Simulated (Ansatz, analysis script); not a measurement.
## Osmium: energy less the state without spin against total moment, fitted and tested on a withheld row

System: Osmium, 2 Os in the cell, space group P6_3/mmc. Cell as run: a = 2.734, b = 2.734, c = 4.320 Å, angles 90.0, 90.0, 120.0°, 2 atoms. From the study “Stoner picture of Osmium”.

Method: Free energy against the fixed total moment and moment against field, from collinear runs; PBE, PAW own set (analysis script 1). Settings shared by all rows: cutoff 480 eV, 16×16×9 k-mesh, Fermi-Dirac occupations, smearing width 0.05 eV. From parallel starts in this cell no moment survives, so no ferromagnetic state is found at this level (opposed orders were not tried), and it is far: a cell moment of 1 μB costs 331 meV.

Results; the value marked ? is withheld:

| total moment (μB/cell) | energy less the state without spin (meV/cell) |
| --- | --- |
| 0 | 0 |
| 0.2 | 17 |
| 0.4 | 62 |
| 0.6 | 128 |
| 0.8 | 216 |
| 1 | 331 |
| 1.2 | 473 |
| 1.4 | ? |
| 1.6 | 821 |
| 1.8 | 1021 |

**Question.** Choose a law, fit it, and give the withheld energy less the state without spin (total moment = 1.4 μB/cell).

**Law.** Time reversal makes the energy even in the moment, so it is expanded as a Landau series from the state without spin. In symbols, E = c2 M² + c4 M⁴ + c6 M⁶, with energy less the state without spin in meV/cell.

**Fit.** Least squares on 8 rows gives c2 = 347.85, c4 = -14.889 and c6 = 1.511.

| total moment (μB/cell) | computed | fit | computed − fit |
| --- | --- | --- | --- |
| 0.2 | 17 | 13.9 | 3.1 |
| 0.4 | 62 | 55.3 | 6.7 |
| 0.6 | 128 | 123.4 | 4.6 |
| 0.8 | 216 | 216.9 | -0.9 |
| 1 | 331 | 334.5 | -3.5 |
| 1.2 | 473 | 474.5 | -1.5 |
| 1.6 | 821 | 818.3 | 2.7 |
| 1.8 | 1021 | 1022.1 | -1.1 |

The quadratic term is positive, so within this fit the state without spin is locally stable against a small uniform moment.

**Prediction.** At total moment = 1.4 μB/cell the law predicts 636.0 meV/cell. The computed value is 638 meV/cell, 2.0 above the prediction. The row lies between fitted rows, so this is an interpolation. The miss is smaller than the rms residual of the fit, 3.5.

[Hosts, paths, dates, database ids (printed as entryN), source tags and the programs' standing remarks are cut or masked in the printed files.]
